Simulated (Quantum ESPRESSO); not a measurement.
# MgS (F-43m): zone-centre phonons, part 2 of 2

Aim: the zone-centre modes of MgS (F-43m).

Quantum ESPRESSO 7.5; DFT LDA, scalar-relativistic, plane waves, GBRV ultrasoft pseudopotentials.

So far. Step 2 (A probe with smearing): A gap of 3.2 eV opens on this mesh, so the crystal is taken as an insulator; the start stands at -2.2 GPa. Step 4 (Ground state): The cell stands at 0.021 GPa, close enough for phonons. The relaxed cell has a = 5.593 Å (conventional setting).

**5. Zone-centre response**

At q = 0 one unit cell holds all displacements; symmetry groups them into irreducible representations that are solved one by one. The response to a field gives ε∞ and the Born charges, which polar modes need.

ph.in

```
phonons
&inputph
   prefix = 'x'
   outdir = './tmp'
   fildyn = 'g.dyn'
   tr2_ph = 1.0d-18
   epsil = .true.
/
0.000000000000 0.000000000000 0.000000000000
```

The run is started by

```
$ OMP_NUM_THREADS=1 mpirun -n 4 ph.x -nk 4 -in ph.in > ph.out
```

The log of the run:

```text
[banners, grids, parts of the stress and lines that vanish by symmetry left out]
[banner, memory and clock lines left out]
Program PHONON v.7.5

     ./tmp/x.save/

     IMPORTANT: XC functional enforced from input :
     Exchange-correlation= PZ
                           (   1   1   0   0   0   0   0)
     Any further DFT definition will be discarded
     Please, verify this is what you really want

     G-vector sticks info

     Reading collected, re-writing distributed wavefunctions in ./tmp/

     Number and degeneracy of irreps per q-point
       N         xq(1)         xq(2)         xq(3)   N irreps
       1   0.000000000   0.000000000   0.000000000       2
        3   3

     Calculation of q =    0.0000000   0.0000000   0.0000000

     phonons

     bravais-lattice index     =            0
     lattice parameter (alat)  =       7.4736  a.u.
     unit-cell volume          =     295.1688 (a.u.)^3
     number of atoms/cell      =            2
     number of atomic types    =            2
     kinetic-energy cut-off    =      55.0000  Ry
     charge density cut-off    =     440.0000  Ry
     convergence threshold     =      1.0E-18
     beta                      =       0.7000
     number of iterations used =            4
     Exchange-correlation= PZ
                           (   1   1   0   0   0   0   0)

     celldm(1)=    7.47358  celldm(2)=    0.00000  celldm(3)=    0.00000
     celldm(4)=    0.00000  celldm(5)=    0.00000  celldm(6)=    0.00000

     crystal axes: (cart. coord. in units of alat)
               a(1) = ( -0.7071  0.0000  0.7071 )
               a(2) = (  0.0000  0.7071  0.7071 )
               a(3) = ( -0.7071  0.7071  0.0000 )

     reciprocal axes: (cart. coord. in units 2 pi/alat)
               b(1) = ( -0.7071 -0.7071  0.7071 )
               b(2) = (  0.7071  0.7071  0.7071 )
               b(3) = ( -0.7071  0.7071 -0.7071 )

     Atoms inside the unit cell:

     Cartesian axes

     site n.  atom      mass           positions (alat units)
        1  Mg     24.3050   tau(    1) = (    0.00000    0.00000    0.00000  )
        2  S      32.0600   tau(    2) = (   -1.06066    1.06066    1.06066  )

     Computing dynamical matrix for
                    q = (   0.0000000   0.0000000   0.0000000 )

     25 Sym.Ops. (with q -> -q+G )

     G cutoff =  622.5151  (  45863 G-vectors)     FFT grid: ( 50, 50, 50)
     G cutoff =  311.2576  (  16361 G-vectors)  smooth grid: ( 36, 36, 36)
     number of k points=    29
                       cart. coord. in units 2pi/alat
        k(    1) = (   0.0000000   0.0000000   0.0000000), wk =   0.0039062
        k(    2) = (  -0.0883883   0.0883883  -0.0883883), wk =   0.0312500
        k(    3) = (  -0.1767767   0.1767767  -0.1767767), wk =   0.0312500
        [... further k-points left out ...]

     PseudoPot. # 1 for Mg read from file:
     ./pseudo/Mg.upf
     Pseudo is Ultrasoft, Zval = 10.0
     Using radial grid of  821 points,  7 beta functions with:
                l(1) =   0
                l(2) =   0
                l(3) =   0
                l(4) =   1
                l(5) =   1
                l(6) =   2
                l(7) =   2
     Q(r) pseudized with  8 coefficients,  rinner =    1.200   1.200   1.200
                                                       1.200   1.200

     PseudoPot. # 2 for S  read from file:
     ./pseudo/S.upf
     Pseudo is Ultrasoft + core correction, Zval =  6.0
     Using radial grid of  907 points,  6 beta functions with:
                l(1) =   0
                l(2) =   0
                l(3) =   1
                l(4) =   1
                l(5) =   2
                l(6) =   2
     Q(r) pseudized with  8 coefficients,  rinner =    1.300   1.300   1.300
                                                       1.300   1.300

     Mode symmetry, T_d (-43m)  point group:

     Electric field:
     Dielectric constant
     Born effective charges as d Force / d E

     Atomic displacements:
     There are    2 irreducible representations

     Representation     1      3 modes -  To be done

     Representation     2      3 modes -  To be done

     Alpha used in Ewald sum =   2.8000

     Electric Fields Calculation

      iter #   1   av.it.:   6.8
      thresh= 1.000E-02 alpha_mix =  0.700 |ddv_scf|^2 =  1.215E-07

      iter #   2   av.it.:  14.4
      thresh= 3.485E-05 alpha_mix =  0.700 |ddv_scf|^2 =  1.400E-08

      iter #   3   av.it.:  13.4
      thresh= 1.183E-05 alpha_mix =  0.700 |ddv_scf|^2 =  6.693E-11

      iter #   4   av.it.:  14.8
      thresh= 8.181E-07 alpha_mix =  0.700 |ddv_scf|^2 =  6.135E-13

      iter #   5   av.it.:  13.5
      thresh= 7.833E-08 alpha_mix =  0.700 |ddv_scf|^2 =  1.572E-15

      iter #   6   av.it.:  15.1
      thresh= 3.965E-09 alpha_mix =  0.700 |ddv_scf|^2 =  1.557E-17

      iter #   7   av.it.:  15.4
      thresh= 3.945E-10 alpha_mix =  0.700 |ddv_scf|^2 =  7.671E-20

     End of electric fields calculation

          Dielectric constant in cartesian axis

          (       4.211741296       0.000000000       0.000000000 )
          (       0.000000000       4.211741296       0.000000000 )
          (      -0.000000000      -0.000000000       4.211741296 )

          Effective charges (d Force / dE) in cartesian axis without acoustic sum rule applied (asr)

           atom    1  Mg    Mean Z*:        1.87305
      Ex  (        1.87305       -0.00000        0.00000 )
      Ey  (        0.00000        1.87305        0.00000 )
      Ez  (       -0.00000        0.00000        1.87305 )
           atom    2  S     Mean Z*:       -1.87383
      Ex  (       -1.87383       -0.00000        0.00000 )
      Ey  (       -0.00000       -1.87383        0.00000 )
      Ez  (        0.00000       -0.00000       -1.87383 )

          Effective charges Sum: Mean:       -0.00078
             -0.00078        0.00000       -0.00000
             -0.00000       -0.00078        0.00000
              0.00000        0.00000       -0.00078

          Effective charges (d Force / dE) in cartesian axis with asr applied:
           atom    1  Mg    Mean Z*:        1.87344
      E*x (        1.87344        0.00000        0.00000 )
      E*y (        0.00000        1.87344        0.00000 )
      E*z (       -0.00000        0.00000        1.87344 )
           atom    2  S     Mean Z*:       -1.87344
      E*x (       -1.87344       -0.00000       -0.00000 )
      E*y (       -0.00000       -1.87344       -0.00000 )
      E*z (        0.00000       -0.00000       -1.87344 )

     Representation #   1 modes #   1   2   3

     Self-consistent Calculation

      iter #   1   av.it.:   6.6
      thresh= 1.000E-02 alpha_mix =  0.700 |ddv_scf|^2 =  8.961E-08

      iter #   2   av.it.:  15.0
      thresh= 2.994E-05 alpha_mix =  0.700 |ddv_scf|^2 =  9.930E-09

      iter #   3   av.it.:  13.7
      thresh= 9.965E-06 alpha_mix =  0.700 |ddv_scf|^2 =  1.075E-10

      iter #   4   av.it.:  14.1
      thresh= 1.037E-06 alpha_mix =  0.700 |ddv_scf|^2 =  4.043E-13

      iter #   5   av.it.:  15.4
      thresh= 6.359E-08 alpha_mix =  0.700 |ddv_scf|^2 =  3.996E-15

      iter #   6   av.it.:  15.5
      thresh= 6.322E-09 alpha_mix =  0.700 |ddv_scf|^2 =  1.226E-17

      iter #   7   av.it.:  16.0
      thresh= 3.502E-10 alpha_mix =  0.700 |ddv_scf|^2 =  2.873E-19

     End of self-consistent calculation

     Convergence has been achieved

     Representation #   2 modes #   4   5   6

     Self-consistent Calculation

      iter #   1   av.it.:   8.4
      thresh= 1.000E-02 alpha_mix =  0.700 |ddv_scf|^2 =  1.048E-06

      iter #   2   av.it.:  14.8
      thresh= 1.024E-04 alpha_mix =  0.700 |ddv_scf|^2 =  9.334E-09

      iter #   3   av.it.:  16.4
      thresh= 9.662E-06 alpha_mix =  0.700 |ddv_scf|^2 =  8.174E-10

      iter #   4   av.it.:  15.3
      thresh= 2.859E-06 alpha_mix =  0.700 |ddv_scf|^2 =  1.996E-11

      iter #   5   av.it.:  16.1
      thresh= 4.467E-07 alpha_mix =  0.700 |ddv_scf|^2 =  1.400E-13

      iter #   6   av.it.:  16.2
      thresh= 3.741E-08 alpha_mix =  0.700 |ddv_scf|^2 =  1.528E-15

      iter #   7   av.it.:  14.6
      thresh= 3.909E-09 alpha_mix =  0.700 |ddv_scf|^2 =  5.298E-17

      iter #   8   av.it.:  15.7
      thresh= 7.279E-10 alpha_mix =  0.700 |ddv_scf|^2 =  1.454E-19

     End of self-consistent calculation

     Convergence has been achieved

     Number of q in the star =    1
     List of q in the star:
          1   0.000000000   0.000000000   0.000000000

          Dielectric constant in cartesian axis

          (       4.211741296       0.000000000       0.000000000 )
          (       0.000000000       4.211741296       0.000000000 )
          (      -0.000000000      -0.000000000       4.211741296 )

          Effective charges (d Force / dE) in cartesian axis without acoustic sum rule applied (asr)

           atom    1  Mg    Mean Z*:        1.87305
      Ex  (        1.87305       -0.00000        0.00000 )
      Ey  (        0.00000        1.87305        0.00000 )
      Ez  (       -0.00000        0.00000        1.87305 )
           atom    2  S     Mean Z*:       -1.87383
      Ex  (       -1.87383       -0.00000        0.00000 )
      Ey  (       -0.00000       -1.87383        0.00000 )
      Ez  (        0.00000       -0.00000       -1.87383 )

          Effective charges Sum: Mean:       -0.00078
             -0.00078        0.00000       -0.00000
             -0.00000       -0.00078        0.00000
              0.00000        0.00000       -0.00078

          Effective charges (d Force / dE) in cartesian axis with asr applied:
           atom    1  Mg    Mean Z*:        1.87344
      E*x (        1.87344        0.00000        0.00000 )
      E*y (        0.00000        1.87344        0.00000 )
      E*z (       -0.00000        0.00000        1.87344 )
           atom    2  S     Mean Z*:       -1.87344
      E*x (       -1.87344       -0.00000       -0.00000 )
      E*y (       -0.00000       -1.87344       -0.00000 )
      E*z (        0.00000       -0.00000       -1.87344 )

     Diagonalizing the dynamical matrix

     q = (    0.000000000   0.000000000   0.000000000 )

 **************************************************************************
     freq (    1) =      -0.349770 [THz] =     -11.667079 [cm-1]
     freq (    2) =      -0.349770 [THz] =     -11.667079 [cm-1]
     freq (    3) =      -0.349770 [THz] =     -11.667079 [cm-1]
     freq (    4) =      10.302147 [THz] =     343.642626 [cm-1]
     freq (    5) =      10.302147 [THz] =     343.642626 [cm-1]
     freq (    6) =      10.302147 [THz] =     343.642626 [cm-1]
 **************************************************************************

     Mode symmetry, T_d (-43m)  point group:

     freq (   1-   3) =        -11.7  [cm-1]   --> T_2  G_15 P_4   I+R
     freq (   4-   6) =        343.6  [cm-1]   --> T_2  G_15 P_4   I+R
```

Run time: 52 s. Hardware: 4 MPI ranks of AMD EPYC 9R14 (Zen 4), shared host; 3.4 min of CPU time.

Numbers from this step:

```yaml
miss_of_the_charge_sum_rule: 7.80e-4 e
largest_acoustic_frequency_at_the_zone_centre_before_the_sum_rule: -11.67 cm⁻¹
highest_optical_zone_centre_mode_no_lo_to_term: 343.6 cm⁻¹
lowest_optical_zone_centre_mode: 343.6 cm⁻¹
mean_high_frequency_dielectric_constant: 4.212
largest_born_charge_in_size_third_of_the_trace: 1.874 e
```

Born charge (rows field, columns displacement), before the sum rule (e), principal values of the symmetric part by kind of site:

```
atom  atoms with these values    low  middle   high   mean
 Mg1                        1   1.87    1.87   1.87   1.87
  S2                        1  -1.87   -1.87  -1.87  -1.87
```

In full for S2:

```
-1.87  0.00  0.00
 0.00 -1.87  0.00
 0.00  0.00 -1.87
```

High-frequency dielectric tensor:

```
4.21 0.00 0.00
0.00 4.21 0.00
0.00 0.00 4.21
```

The acoustic modes at Γ come out as far as 11.7 cm⁻¹ from zero, where they should vanish, a sizeable error of basis and grid; the Born charges miss their sum rule by 7.8e-4 e, which is good.

**6. Modes with the sum rule**

A rigid shift of the crystal must cost nothing, but grids and finite bases break this; the acoustic sum rule is imposed before the matrix is diagonalised again. With Born charges the intensities follow, and the static dielectric tensor.

dynmat.in

```
&input
   fildyn = 'g.dyn'
   asr = 'simple'
   fileig = 'dynmat.eig'
   lperm = .true.
/
```

The run is started by

```
$ dynmat.x -in dynmat.in > dynmat.out
```

The log of the run:

```text
[banner, memory and clock lines left out]
Program DYNMAT v.7.5

     Reading Dynamical Matrix from file g.dyn
     ...Force constants read
     ...epsilon and Z* read
     A direction for q was not specified:TO-LO splitting will be absent

     Polarizability (A^3 units)
     multiply by 0.482956 for Clausius-Mossotti correction
        11.179040    0.000000   -0.000000
         0.000000   11.179040   -0.000000
         0.000000    0.000000   11.179040

     IR activities are in (D/A)^2/amu units

# mode   [cm-1]    [THz]      IR
    1     -0.00   -0.0000    0.0000
    2     -0.00   -0.0000    0.0000
    3     -0.00   -0.0000    0.0000
    4    343.88   10.3091    5.8573
    5    343.88   10.3091    5.8573
    6    343.88   10.3091    5.8573

Electronic dielectric permittivity tensor (relative, adimensional)
         4.211741    0.000000   -0.000000
         0.000000    4.211741   -0.000000
         0.000000    0.000000    4.211741

 ... with zone-center polar mode contributions
         6.627055    0.000000    0.000000
         0.000000    6.627055    0.000000
         0.000000    0.000000    6.627055
```

It took 0.63 s on 1 thread.

Numbers from this step:

```
highest optical zone-centre mode (no LO-TO term) : 343.9 cm⁻¹
lowest optical zone-centre mode                  : 343.9 cm⁻¹
mean static dielectric constant                  : 6.627
```

Unit eigenvectors of the mass-weighted matrix after the sum rule; no LO-TO term. The modes at Γ (shares of kinetic energy by element, %):

```
mode  frequency (cm⁻¹)  symmetry  Mg %  S %
   1               0.0  acoustic    43   57
   2               0.0  acoustic    43   57
   3               0.0  acoustic    43   57
   4             343.9        T2    57   43
   5             343.9        T2    57   43
   6             343.9        T2    57   43
```

Displacements in mode 4 (343.9 cm⁻¹), the largest set to 1:
```
Mg1  0.00  1.00  0.00
S2   0.00 -0.76  0.00
```

Degenerate modes summed, no LO-TO term. Lines of the infrared spectrum (strongest = 100):

```
position (cm⁻¹)  lines merged  label  IR intensity, relative
            344             3     T2                     100
```

Static dielectric tensor (ions relaxed, fixed cell):

```
6.63 0.00 0.00
0.00 6.63 0.00
0.00 0.00 6.63
```

The rule moves no optical mode by more than 0.3 cm⁻¹.

**7. The LO-TO splitting (1 0 0)**

A longitudinal polar mode sets up a macroscopic field that stiffens it; the term hangs on the direction from which q goes to zero.

dynmat.in

```
&input
   fildyn = 'g.dyn'
   asr = 'simple'
   fileig = 'dynmat.eig'
   q(1) = 1.0
   q(2) = 0.0
   q(3) = 0.0
/
```

The run is started by

```
$ dynmat.x -in dynmat.in > dynmat.out
```

The log of the run:

```text
[banner, memory and clock lines left out]
Program DYNMAT v.7.5

     Reading Dynamical Matrix from file g.dyn
     ...Force constants read
     ...epsilon and Z* read

     Polarizability (A^3 units)
     multiply by 0.482956 for Clausius-Mossotti correction
        11.179040    0.000000   -0.000000
         0.000000   11.179040   -0.000000
         0.000000    0.000000   11.179040

     IR activities are in (D/A)^2/amu units

# mode   [cm-1]    [THz]      IR
    1     -0.00   -0.0000    0.0000
    2     -0.00   -0.0000    0.0000
    3     -0.00   -0.0000    0.0000
    4    343.88   10.3091    5.8573
    5    343.88   10.3091    5.8573
    6    431.35   12.9316    5.8573
```

It took 0.62 s on 1 thread.

Read from the output:

```yaml
highest_mode_moved_by_the_lo_to_term: 431.4 cm⁻¹
```

Zone-centre frequencies as printed; negative means imaginary. Modes:

```
mode  frequency (cm⁻¹)
   1                 0
   2                 0
   3                 0
   4             343.9
   5             343.9
   6             431.4
```

The field moves one mode, from 344 to 431 cm⁻¹; the others stay.

**8. Summary of results**

```
space group after relaxation                                           : F-43m
volume per atom                                                        : 21.9 Å³
gap on the k-mesh                                                      : 3.37 eV
highest optical zone-centre mode (no LO-TO term)                       : 343.9 cm⁻¹
highest mode moved by the LO-TO term                                   : 431.4 cm⁻¹
mean high-frequency dielectric constant                                : 4.21
largest Born charge in size (third of the trace)                       : 1.87 e
mean static dielectric constant                                        : 6.63
imaginary optical modes at the zone centre (no q mesh in this session) : none
```

In words: At the LDA level the optical modes of MgS (F-43m) at the zone centre (no LO-TO term) lie at 344 cm⁻¹. Along the directions run, the highest mode that the macroscopic field moves lies at 431 cm⁻¹. Lattice motion raises the mean dielectric constant from 4.212 to 6.627. The Born charge of Mg is 1.873 e against a formal charge of +2, close to the ionic value. The Lyddane-Sachs-Teller relation holds: (ωLO/ωTO)² is 1.57 and ε₀/ε∞ is 1.57. These are harmonic frequencies at zero temperature: anharmonic shifts and linewidths and thermal expansion are left out. The structure comes from a database and need not be the phase that is stable at ambient conditions.

[Host names and launcher messages were left out of these logs when they were recorded.]

[Logs are printed without paths, hosts, clocks, repeated set-up lines and the standing remarks that a program may print on its own settings, such as how far it seeks lower states.]

[Hosts, paths, dates, database ids (printed as entryN), source tags and the programs' standing remarks are cut or masked in the printed files.]
